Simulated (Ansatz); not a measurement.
## Charge trapping in glassy 61P2O5-28SrO-11Al2O3 (mol %) (97 atoms)

Does an extra electron or hole in glassy 61P2O5-28SrO-11Al2O3 (mol %) (97 atoms) stay spread out, or do the atoms trap it?

Method: Kohn-Sham DFT, PBE, PAW (set soft_2), plane waves, in Ansatz 0.2.0.

**1. Starting point**

The cell holds 97 atoms: 22 P, 5 Sr, 4 Al and 66 O. Cell: a = 11.092 Å, b = 11.092 Å, c = 11.092 Å, α = 90.0°, β = 90.0°, γ = 90.0°. 97 atoms (22 P, 5 Sr, 4 Al, 66 O) placed at random at 2.77 g/cm³, melted at 4000 K for 10 ps at fixed volume with the Morse and Coulomb pair potential with partial charges (Pedone, Malavasi, Menziani, Cormack and Segre, J. Phys. Chem. B 110, 11780 (2006)). Quenched from 4000 K to 300 K at 500 K/ps and fixed volume, held 10 ps at zero pressure.

What the set-up can't give: The quench rate of 500 K/ps far exceeds what a furnace or splat quench reaches, so expect more defects and frozen-in strain than in a real sample. The starting topology of bonds comes from the classical model, and needn't be the one that DFT or experiment would give. The Brillouin zone is sampled at Γ only, in a cell whose shortest periodic width is 11 Å.

**2. Single point at the start**

The forces at the start show how far the geometry lies from a minimum of this functional.

input.yaml reads:

```yaml
crystal:
  lattice:
    - [11.09234, 0.0, 0.0]
    - [0.0, 11.09234, 0.0]
    - [0.0, 0.0, 11.09234]
  atoms:
    - { symbol: P, position: [0.42168, 0.49255, 0.64361] }
    - { symbol: P, position: [0.22494, 0.91284, 0.40971] }
    - { symbol: P, position: [0.44825, 0.81542, 0.96527] }
    - { symbol: P, position: [0.09013, 0.64054, 0.73732] }
    - { symbol: P, position: [0.9796, 0.30938, 0.7935] }
    - { symbol: P, position: [0.69205, 0.44258, 0.57523] }
    - { symbol: P, position: [0.31883, 0.35939, 0.0155] }
    - { symbol: P, position: [0.13614, 0.18466, 0.13593] }
    - { symbol: P, position: [0.83237, 0.97508, 0.38557] }
    - { symbol: P, position: [0.58268, 0.42027, 0.08921] }
    - { symbol: P, position: [0.94626, 0.22133, 0.33217] }
    - { symbol: P, position: [0.02591, 0.82325, 0.25865] }
    - { symbol: P, position: [0.72288, 0.11785, 0.04063] }
    - { symbol: P, position: [0.78094, 0.70154, 0.57711] }
    - { symbol: P, position: [0.95757, 0.55678, 0.28459] }
    - { symbol: P, position: [0.68783, 0.32335, 0.33172] }
    - { symbol: P, position: [0.3599, 0.76728, 0.58895] }
    - { symbol: P, position: [0.40475, 0.25408, 0.76909] }
    - { symbol: P, position: [0.30196, 0.43487, 0.38559] }
    - { symbol: P, position: [0.8416, 0.87812, 0.97168] }
    - { symbol: P, position: [0.24491, 0.6217, 0.96469] }
    - { symbol: P, position: [0.6465, 0.83222, 0.77404] }
    - { symbol: Sr, position: [0.56218, 0.01021, 0.48761] }
    - { symbol: Sr, position: [0.00352, 0.95084, 0.64847] }
    - { symbol: Sr, position: [0.91185, 0.54421, 0.00337] }
    - { symbol: Sr, position: [0.43869, 0.10172, 0.25111] }
    - { symbol: Sr, position: [0.64381, 0.72618, 0.23497] }
    - { symbol: Al, position: [0.70129, 0.2973, 0.83082] }
    - { symbol: Al, position: [0.04805, 0.43148, 0.52751] }
    - { symbol: Al, position: [0.04541, 0.06283, 0.88649] }
    - { symbol: Al, position: [0.32108, 0.98834, 0.7793] }
    - { symbol: O, position: [0.89771, 0.09169, 0.35382] }
    - { symbol: O, position: [0.02326, 0.47907, 0.19967] }
    - { symbol: O, position: [0.4402, 0.5207, 0.7837] }
    - { symbol: O, position: [0.22089, 0.09796, 0.19875] }
    - { symbol: O, position: [0.7204, 0.96046, 0.31398] }
    - { symbol: O, position: [0.81419, 0.19334, 0.10808] }
    - { symbol: O, position: [0.36931, 0.35197, 0.6796] }
    - { symbol: O, position: [0.82527, 0.55181, 0.24467] }
    - { symbol: O, position: [0.31874, 0.53663, 0.29861] }
    - { symbol: O, position: [0.99733, 0.88648, 0.14275] }
    - { symbol: O, position: [0.1784, 0.01608, 0.8192] }
    - { symbol: O, position: [0.60418, 0.94478, 0.71692] }
    - { symbol: O, position: [0.26208, 0.80487, 0.49461] }
    - { symbol: O, position: [0.48396, 0.79431, 0.53522] }
    - { symbol: O, position: [0.56085, 0.48337, 0.60913] }
    - { symbol: O, position: [0.34563, 0.85739, 0.69544] }
    - { symbol: O, position: [0.00087, 0.68802, 0.27474] }
    - { symbol: O, position: [0.82328, 0.29508, 0.32081] }
    - { symbol: O, position: [0.53187, 0.26853, 0.79796] }
    - { symbol: O, position: [0.81899, 0.97691, 0.5183] }
    - { symbol: O, position: [0.19261, 0.61022, 0.83647] }
    - { symbol: O, position: [0.07477, 0.35652, 0.88293] }
    - { symbol: O, position: [0.65878, 0.38635, 0.98048] }
    - { symbol: O, position: [0.98712, 0.17124, 0.79183] }
    - { symbol: O, position: [0.76336, 0.558, 0.59343] }
    - { symbol: O, position: [0.13615, 0.98961, 0.47157] }
    - { symbol: O, position: [0.03697, 0.22149, 0.22707] }
    - { symbol: O, position: [0.68689, 0.40689, 0.44316] }
    - { symbol: O, position: [0.28175, 0.48906, 0.99888] }
    - { symbol: O, position: [0.70213, 0.74866, 0.67969] }
    - { symbol: O, position: [0.22943, 0.2868, 0.09118] }
    - { symbol: O, position: [0.93145, 0.87982, 0.34709] }
    - { symbol: O, position: [0.71858, 0.34225, 0.66171] }
    - { symbol: O, position: [0.82166, 0.75818, 0.03206] }
    - { symbol: O, position: [0.7559, 0.86486, 0.85739] }
    - { symbol: O, position: [0.00118, 0.27354, 0.44565] }
    - { symbol: O, position: [0.57876, 0.55144, 0.11181] }
    - { symbol: O, position: [0.76956, 0.98365, 0.04004] }
    - { symbol: O, position: [0.99596, 0.35647, 0.66872] }
    - { symbol: O, position: [0.37343, 0.12968, 0.72842] }
    - { symbol: O, position: [0.07938, 0.13386, 0.0256] }
    - { symbol: O, position: [0.54712, 0.79102, 0.86778] }
    - { symbol: O, position: [0.11975, 0.77134, 0.70558] }
    - { symbol: O, position: [0.85706, 0.34529, 0.8465] }
    - { symbol: O, position: [0.9523, 0.92997, 0.91311] }
    - { symbol: O, position: [0.35176, 0.71398, 0.9635] }
    - { symbol: O, position: [0.59873, 0.13223, 0.09634] }
    [... 13 atom lines left out ...]
    - { symbol: O, position: [0.63305, 0.36618, 0.21115] }
    - { symbol: O, position: [0.36325, 0.6327, 0.62298] }
    - { symbol: O, position: [0.34217, 0.28661, 0.8932] }
    - { symbol: O, position: [0.34112, 0.31167, 0.33273] }
    - { symbol: O, position: [0.96236, 0.51352, 0.41745] }
    - { symbol: O, position: [0.39446, 0.93267, 0.91749] }
kpoints:
  mp_grid: { grid: [1, 1, 1] }
hamiltonian:
  xc: pbe
scf:
  occupations: { method: fixed }
output:
  forces: true
```

The run is started by

```
$ ansatz run input.yaml --threads 4 --pin off --max-ram 8192MiB --backend cpu --events-out ev --progress --plain --runs-dir out
```

Numbers of over 12 decimals in the logs are rounded to 6 here.

Log:

```text
[...]
Pseudopotentials: kind: paw
Pseudopotential: P, paw, valence charge 5, recommended cutoff 420 eV (normal), P.paw.azcp
Pseudopotential: Sr, paw, valence charge 10, recommended cutoff 420 eV (normal), Sr.paw.azcp
Pseudopotential: Al, paw, valence charge 3, recommended cutoff 420 eV (normal), Al.paw.azcp
Pseudopotential: O, paw, valence charge 6, recommended cutoff 420 eV (normal), O.paw.azcp
[... 5 lines on functional and potentials left out ...]
Crystal: 97 atoms, lattice volume = 1364.802 Å³
Basis set: ecut = 420 eV, 26745 PW (Γ), exchange–correlation on 150×150×150 points (8 copies of the dense FFT grid, shifted against one another)
Bands: 381, of which v1, the nominal top of the filled ones, is band 284 counted from 1 (283 counted from 0)
Symmetry: 1 space group operations
Space group: P1 (ITA 1), of the structure as read, at distance tolerance 1.1e-4 Å
k-points: 1
[... 9 lines on functional and potentials left out ...]
Initial density: superposition of atomic densities (neutral atoms: chi_scale 0, normalization atom), corrected by the library's trained network
Initial wavefunctions: pseudopotential atomic-orbital guess
[...]
SCF iter   1: F=—  HF=-73988.583194 eV  |F-HF|=—  |Δ(HF+E_count)|=         —  Δρ=5.88e-3  dr2=9.08e-1  ethr=1.77e-3  ⟨swp⟩=9.0  Hψ=1427  notcnv=0  defer=94
preconditioner: auto → Resta (q_TF=auto, 2.357 Å⁻¹)  ε∞=3.1  [insulator: Δε(μ)=2.227 eV  Ē_g=16.492 eV  n_scr=304 (ndim 8)  ℏωp=23.7 eV  f_vac=0.171  ε∞_Penn≈3.1]
SCF iter   2: F=—  HF=-73988.352414 eV  |F-HF|=—  |Δ(HF+E_count)|=   2.31e-1  Δρ=3.03e-3  dr2=2.14e-1  ethr=1.60e-4  ⟨swp⟩=3.0  Hψ=640  notcnv=0  defer=95
SCF iter   3: F=—  HF=-73988.297304 eV  |F-HF|=—  |Δ(HF+E_count)|=   5.51e-2  Δρ=1.34e-3  dr2=6.32e-2  ethr=3.76e-5  ⟨swp⟩=5.0  Hψ=617  notcnv=0  defer=85
automatic band count: iteration 3 solves 371 bands in place of 381: the levels show a gap, and the empty bands left out lie too high to hold charge; the band table lists the bands solved (type scf.n_extra_bands for more)
SCF iter   4: F=—  HF=-73988.276137 eV  |F-HF|=—  |Δ(HF+E_count)|=   2.12e-2  Δρ=6.90e-4  dr2=7.65e-3  ethr=1.11e-5  ⟨swp⟩=5.0  Hψ=534  notcnv=0  defer=85
SCF iter   5: F=—  HF=-73988.275238 eV  |F-HF|=—  |Δ(HF+E_count)|=   8.99e-4  Δρ=4.06e-4  dr2=2.08e-3  ethr=1.35e-6  ⟨swp⟩=3.0  Hψ=656  notcnv=0  defer=85
[...]
SCF iter  10: F=—  HF=-73988.272836 eV  |F-HF|=—  |Δ(HF+E_count)|=   4.81e-8  Δρ=4.60e-6  dr2=2.78e-7  ethr=2.45e-10  ⟨swp⟩=3.0  Hψ=563  notcnv=0  defer=85
SCF iter  11: F=-73988.272836 eV  HF=-73988.272836 eV  |F-HF|=1.77e-8  |Δ(HF+E_count)|=   7.07e-8  Δρ=1.18e-6  dr2=2.42e-8  ethr=1.76e-11  ⟨swp⟩=7.0  Hψ=1372  notcnv=0
SCF 1 converged in 11 iterations: F = -73988.272836 eV  dr2 = 2.42e-8
[...]
SCF converged after 11 iterations
Free energy (F): -73988.272836 eV
Harris-Foulkes:  -73988.272836 eV  (|F-HF|=1.77e-8)
Internal energy: -73988.272836 eV  (E = F + TS)
E sigma→0 (E₀):  -73988.272836 eV
Fermi energy:    5.324499 eV
--- Per-component energies (eV) ---
[...]
Σ components = -73988.272836   (vs F -73988.272836, Δ=0.00e0)
--- Forces (eV/Å), atoms counted from 1 ---
  atom   1  P     -1.03292305     0.70670851     2.25112646
  atom   2  P      0.16108700     0.19564909     2.96082039
  atom   3  P     -0.01388170     3.15574140     1.88885080
  atom   4  P     -2.14105263     2.34361078    -0.59170504
[...]
atom  97  O     -0.59911668     0.35975987    -0.00151856
  max |Σ_I F_I| component: 1.37e-4 eV/Å
```

Run time: 15 s. Hardware: 4 threads of Arm Neoverse V1, shared host; peak memory 1.6 GiB.

The r.m.s. force at the start is 1.6 eV/Å.

**3. Relaxation**

With the cell held, the atoms are moved downhill towards a nearby minimum.

input.yaml reads:

```yaml
crystal:
  lattice:
    - [11.09234, 0.0, 0.0]
    - [0.0, 11.09234, 0.0]
    - [0.0, 0.0, 11.09234]
  atoms:
    [... the 97 atom lines of step 2 ...]
kpoints:
  mp_grid: { grid: [1, 1, 1] }
hamiltonian:
  xc: pbe
scf:
  occupations: { method: fixed }
output:
  forces: true
relax:
  f_tol: 0.05
  max_steps: 120
```

Log:

```text
[...]
Crystal: 97 atoms, lattice volume = 1364.802 Å³
Basis set: ecut = 420 eV, 26745 PW (Γ), exchange–correlation on 150×150×150 points (8 copies of the dense FFT grid, shifted against one another)
Bands: 381, of which v1, the nominal top of the filled ones, is band 284 counted from 1 (283 counted from 0)
Symmetry: 1 space group operations
[...]
k-points: 1
[...]
SCF iter   1: F=—  HF=-73988.583189 eV  |F-HF|=—  |Δ(HF+E_count)|=         —  Δρ=5.88e-3  dr2=9.08e-1  ethr=1.77e-3  ⟨swp⟩=9.0  Hψ=1427  notcnv=0  defer=94
[...]
SCF iter   7: F=-73988.272811 eV  HF=-73988.272823 eV  |F-HF|=1.19e-5  |Δ(HF+E_count)|=   5.67e-5  Δρ=6.68e-5  dr2=5.55e-5  ethr=1.10e-8  ⟨swp⟩=5.0  Hψ=1567  notcnv=0
SCF 1 converged in 7 iterations: F = -73988.272811 eV  dr2 = 5.55e-5
[...]
relax step   1: F+E_penalty+E_count = -73988.27281088 eV  Δ(F+E_penalty+E_count) = +0.000e0 eV  max|allowed force component| = 5.665e0 eV/Å  Δτ_max = 0.0000 Å  (7 SCF iters, dr2 threshold 6.25e-5 eV, accepted)
[... from here on, the SCF cycles and remarks between the steps are left out ...]
relax step   2: F+E_penalty+E_count = -73993.10567341 eV  Δ(F+E_penalty+E_count) = -4.833e0 eV  max|allowed force component| = 4.045e0 eV/Å  Δτ_max = 0.1978 Å  (7 SCF iters, dr2 threshold 1.00e-4 eV, accepted)
relax step   3: F+E_penalty+E_count = -73998.00437245 eV  Δ(F+E_penalty+E_count) = -4.899e0 eV  max|allowed force component| = 1.336e0 eV/Å  Δτ_max = 0.1922 Å  (7 SCF iters, dr2 threshold 1.00e-4 eV, accepted)
relax step   4: F+E_penalty+E_count = -73999.57729722 eV  Δ(F+E_penalty+E_count) = -1.573e0 eV  max|allowed force component| = 1.249e0 eV/Å  Δτ_max = 0.2000 Å  (7 SCF iters, dr2 threshold 1.00e-4 eV, accepted)
relax step   5: F+E_penalty+E_count = -74000.62415247 eV  Δ(F+E_penalty+E_count) = -1.047e0 eV  max|allowed force component| = 7.387e-1 eV/Å  Δτ_max = 0.1983 Å  (7 SCF iters, dr2 threshold 1.00e-4 eV, accepted)
relax step   6: F+E_penalty+E_count = -74001.38941270 eV  Δ(F+E_penalty+E_count) = -7.653e-1 eV  max|allowed force component| = 7.567e-1 eV/Å  Δτ_max = 0.2000 Å  (7 SCF iters, dr2 threshold 1.00e-4 eV, accepted)
relax step   7: F+E_penalty+E_count = -74001.79605110 eV  Δ(F+E_penalty+E_count) = -4.066e-1 eV  max|allowed force component| = 7.754e-1 eV/Å  Δτ_max = 0.1907 Å  (7 SCF iters, dr2 threshold 1.00e-4 eV, accepted)
relax step   8: F+E_penalty+E_count = -74002.34825544 eV  Δ(F+E_penalty+E_count) = -5.522e-1 eV  max|allowed force component| = 5.368e-1 eV/Å  Δτ_max = 0.2000 Å  (6 SCF iters, dr2 threshold 1.00e-4 eV, accepted)
relax step   9: F+E_penalty+E_count = -74002.69085469 eV  Δ(F+E_penalty+E_count) = -3.426e-1 eV  max|allowed force component| = 8.800e-1 eV/Å  Δτ_max = 0.1949 Å  (7 SCF iters, dr2 threshold 1.00e-4 eV, accepted)
relax step  10: F+E_penalty+E_count = -74003.00414316 eV  Δ(F+E_penalty+E_count) = -3.133e-1 eV  max|allowed force component| = 5.759e-1 eV/Å  Δτ_max = 0.2000 Å  (7 SCF iters, dr2 threshold 1.00e-4 eV, accepted)
relax step  11: F+E_penalty+E_count = -74003.17548994 eV  Δ(F+E_penalty+E_count) = -1.713e-1 eV  max|allowed force component| = 5.131e-1 eV/Å  Δτ_max = 0.1914 Å  (6 SCF iters, dr2 threshold 1.00e-4 eV, accepted)
relax step  12: F+E_penalty+E_count = -74003.37557793 eV  Δ(F+E_penalty+E_count) = -2.001e-1 eV  max|allowed force component| = 5.366e-1 eV/Å  Δτ_max = 0.2000 Å  (7 SCF iters, dr2 threshold 1.00e-4 eV, accepted)
relax step  13: F+E_penalty+E_count = -74003.42511115 eV  Δ(F+E_penalty+E_count) = -4.953e-2 eV  max|allowed force component| = 8.401e-1 eV/Å  Δτ_max = 0.1947 Å  (6 SCF iters, dr2 threshold 1.00e-4 eV, accepted)
relax step  14: F+E_penalty+E_count = -74003.49823018 eV  Δ(F+E_penalty+E_count) = -7.312e-2 eV  max|allowed force component| = 3.771e-1 eV/Å  Δτ_max = 0.1297 Å  (6 SCF iters, dr2 threshold 1.00e-4 eV, accepted)
relax step  15: F+E_penalty+E_count = -74003.61100087 eV  Δ(F+E_penalty+E_count) = -1.128e-1 eV  max|allowed force component| = 3.260e-1 eV/Å  Δτ_max = 0.2000 Å  (7 SCF iters, dr2 threshold 2.87e-5 eV, accepted)
relax step  16: F+E_penalty+E_count = -74003.72460600 eV  Δ(F+E_penalty+E_count) = -1.136e-1 eV  max|allowed force component| = 3.251e-1 eV/Å  Δτ_max = 0.1952 Å  (7 SCF iters, dr2 threshold 2.14e-5 eV, accepted)
relax step  17: F+E_penalty+E_count = -74003.81559866 eV  Δ(F+E_penalty+E_count) = -9.099e-2 eV  max|allowed force component| = 3.405e-1 eV/Å  Δτ_max = 0.1951 Å  (6 SCF iters, dr2 threshold 7.89e-5 eV, accepted)
relax step  18: F+E_penalty+E_count = -74003.94372512 eV  Δ(F+E_penalty+E_count) = -1.281e-1 eV  max|allowed force component| = 4.122e-1 eV/Å  Δτ_max = 0.1952 Å  (6 SCF iters, dr2 threshold 1.00e-4 eV, accepted)
relax step  19: F+E_penalty+E_count = -74004.09397128 eV  Δ(F+E_penalty+E_count) = -1.502e-1 eV  max|allowed force component| = 5.082e-1 eV/Å  Δτ_max = 0.1929 Å  (6 SCF iters, dr2 threshold 1.00e-4 eV, accepted)
relax step  20: F+E_penalty+E_count = -74004.21430965 eV  Δ(F+E_penalty+E_count) = -1.203e-1 eV  max|allowed force component| = 5.622e-1 eV/Å  Δτ_max = 0.1950 Å  (6 SCF iters, dr2 threshold 1.00e-4 eV, accepted)
relax step  21: F+E_penalty+E_count = -74004.31219071 eV  Δ(F+E_penalty+E_count) = -9.788e-2 eV  max|allowed force component| = 8.423e-1 eV/Å  Δτ_max = 0.1443 Å  (6 SCF iters, dr2 threshold 1.00e-4 eV, accepted)
relax step  22: F+E_penalty+E_count = -74004.42152201 eV  Δ(F+E_penalty+E_count) = -1.093e-1 eV  max|allowed force component| = 4.115e-1 eV/Å  Δτ_max = 0.0796 Å  (6 SCF iters, dr2 threshold 1.00e-4 eV, accepted)
relax step  23: F+E_penalty+E_count = -74004.60577187 eV  Δ(F+E_penalty+E_count) = -1.842e-1 eV  max|allowed force component| = 3.710e-1 eV/Å  Δτ_max = 0.2000 Å  (7 SCF iters, dr2 threshold 4.04e-5 eV, accepted)
relax step  24: F+E_penalty+E_count = -74004.68264750 eV  Δ(F+E_penalty+E_count) = -7.688e-2 eV  max|allowed force component| = 5.598e-1 eV/Å  Δτ_max = 0.1446 Å  (7 SCF iters, dr2 threshold 3.29e-5 eV, accepted)
relax step  25: F+E_penalty+E_count = -74004.75508294 eV  Δ(F+E_penalty+E_count) = -7.244e-2 eV  max|allowed force component| = 2.727e-1 eV/Å  Δτ_max = 0.0645 Å  (6 SCF iters, dr2 threshold 1.00e-4 eV, accepted)
relax step  26: F+E_penalty+E_count = -74004.78356494 eV  Δ(F+E_penalty+E_count) = -2.848e-2 eV  max|allowed force component| = 5.031e-1 eV/Å  Δτ_max = 0.2000 Å  (7 SCF iters, dr2 threshold 1.76e-5 eV, accepted)
relax step  27: F+E_penalty+E_count = -74004.86137123 eV  Δ(F+E_penalty+E_count) = -7.781e-2 eV  max|allowed force component| = 1.906e-1 eV/Å  Δτ_max = 0.0871 Å  (6 SCF iters, dr2 threshold 6.01e-5 eV, accepted)
relax step  28: F+E_penalty+E_count = -74004.87550986 eV  Δ(F+E_penalty+E_count) = -1.414e-2 eV  max|allowed force component| = 1.470e-1 eV/Å  Δτ_max = 0.0409 Å  (6 SCF iters, dr2 threshold 5.21e-6 eV, accepted)
relax step  29: F+E_penalty+E_count = -74004.88872449 eV  Δ(F+E_penalty+E_count) = -1.321e-2 eV  max|allowed force component| = 1.687e-1 eV/Å  Δτ_max = 0.0803 Å  (7 SCF iters, dr2 threshold 3.10e-6 eV, accepted)
relax step  30: F+E_penalty+E_count = -74004.89494920 eV  Δ(F+E_penalty+E_count) = -6.225e-3 eV  max|allowed force component| = 7.028e-2 eV/Å  Δτ_max = 0.0267 Å  (5 SCF iters, dr2 threshold 1.69e-5 eV, accepted)
relax step  31: F+E_penalty+E_count = -74004.89809407 eV  Δ(F+E_penalty+E_count) = -3.145e-3 eV  max|allowed force component| = 3.866e-2 eV/Å  Δτ_max = 0.0133 Å  (7 SCF iters, accepted)
SCF converged after 7 iterations
Free energy (F): -74004.898094 eV
[...]
Internal energy: -74004.898094 eV  (E = F + TS)
E sigma→0 (E₀):  -74004.898094 eV
Fermi energy:    3.692773 eV
[...]
Σ components = -74004.898094   (vs F -74004.898094, Δ=0.00e0)
--- Forces (eV/Å), atoms counted from 1 ---
  atom   1  P     -0.00941619    -0.01467923     0.00846809
  atom   2  P     -0.01936939    -0.00233454    -0.00386488
  atom   3  P     -0.01463426     0.02480802     0.01688918
  atom   4  P      0.01587591     0.00572373    -0.02480379
[...]
atom  97  O      0.00153945    -0.01958456    -0.01814808
  max |Σ_I F_I| component: 1.00e-4 eV/Å
--- Relaxed structure (31 steps of the walk, 31 accepted, 0 SCFs on fresh bases) ---
  F+E_penalty+E_count = -74004.89809407 eV   max|allowed force component| = 3.866e-2 eV/Å
  atoms:
    - { symbol: P, position: [0.441620, 0.553310, 0.586364] }
    - { symbol: P, position: [0.222657, 0.958345, 0.423959] }
    - { symbol: P, position: [0.458818, 0.799965, 0.969165] }
    - { symbol: P, position: [0.097232, 0.640590, 0.719721] }
[...]
- { symbol: O, position: [0.368054, 0.893829, 0.928139] }
```

Wall time 5.4 min (4 threads); peak memory 1.6 GiB.

The relaxation converged after 31 steps, 16.6 eV below its start, with a largest force component of 0.039 eV/Å.

(Part 1 of 4 ends here.)

[Logs are printed without paths, hosts, clocks, repeated set-up lines and the standing remarks that a program may print on its own settings, such as how far it seeks lower states.]

[Hosts, paths, dates, database ids (printed as entryN), source tags and the programs' standing remarks are cut or masked in the printed files.]
